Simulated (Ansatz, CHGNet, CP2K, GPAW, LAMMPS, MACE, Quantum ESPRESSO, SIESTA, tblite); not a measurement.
# What went wrong? Quantum ESPRESSO on liquid Cu15Zr85 (at. %) at 1900 K (61 atoms)

Program: Quantum ESPRESSO 7.5, a calculation on a cell of 9 Cu and 52 Zr, 22.8 Å³ an atom.

pw.in

```
&control
  calculation = 'scf'
  pseudo_dir = './pseudo'
  outdir = './tmp'
  disk_io = 'none'
  tprnfor = .true.
  tstress = .true.
/
&system
  ibrav = 0
  nat = 62
  ntyp = 2
  ecutwfc = 60
  ecutrho = 480
  nosym = .true.
  occupations = 'smearing'
  smearing = 'fd'
  degauss = 0.003675
/
&electrons
  conv_thr = 3.0e-07
  electron_maxstep = 50
  mixing_beta = 0.2
  mixing_mode = 'local-TF'
  diagonalization = 'david'
/
ATOMIC_SPECIES
Cu 63.546 Cu.upf
Zr 91.224 Zr.upf
CELL_PARAMETERS angstrom
11.15850 0.00000 0.00000
0.00000 11.15850 0.00000
0.00000 0.00000 11.15850
ATOMIC_POSITIONS crystal
Cu 0.15212 0.87732 0.39588
Cu 0.36849 0.46442 0.45857
Cu 0.52034 0.25504 0.66621
Cu 0.57374 0.56098 0.35919
Cu 0.12674 0.96720 0.15135
Cu 0.75913 0.35598 0.57559
Cu 0.71931 0.75314 0.98418
Cu 0.17445 0.54758 0.20865
Cu 0.80458 0.00950 0.01139
Zr 0.73695 0.41070 0.84018
[... 47 atom lines left out ...]
Zr 0.64031 0.47200 0.10227
Zr 0.37705 0.39329 0.19390
Zr 0.86447 0.91759 0.81304
Zr 0.34800 0.10823 0.08014
K_POINTS gamma
```

On the command line:

```bash
OMP_NUM_THREADS=1 mpirun -np 4 pw.x -in pw.in > output.txt
```

What it wrote:

```text
Program PWSCF
 %%%%%%%%%%%%%%%%%%%%%%%%%%%%%%%%%%%%%%%%%%%%%%%%%%%%%%%%%%%%%%%%%%%%%%%%%%%%%%
     Error in routine read_cards (62):
     wrong number of columns in ATOMIC_POSITIONS
 %%%%%%%%%%%%%%%%%%%%%%%%%%%%%%%%%%%%%%%%%%%%%%%%%%%%%%%%%%%%%%%%%%%%%%%%%%%%%%
```

Elapsed: 0.51 s, on 4 MPI ranks of Arm Neoverse V2, shared host; peak memory 0.47 GiB.

Banners, paths, timers and routine set-up lines are dropped from the logs unmarked, and long logs keep their key lines alone; longer cuts are marked.

Q: Find the fault and mend it.

A wrong count of atoms: nat = 61 written as nat = 62. Mend: write nat = 61 in place of nat = 62.

The program stopped at the start.

[Also dropped from logs without a mark: logging warnings of Python, and SIESTA's first energy breakdown and zero terms.]

[Logs are printed without paths, hosts, clocks, repeated set-up lines and the standing remarks that a program may print on its own settings, such as how far it seeks lower states.]

[Hosts, paths, dates, database ids (printed as entryN), source tags and the programs' standing remarks are cut or masked in the printed files.]
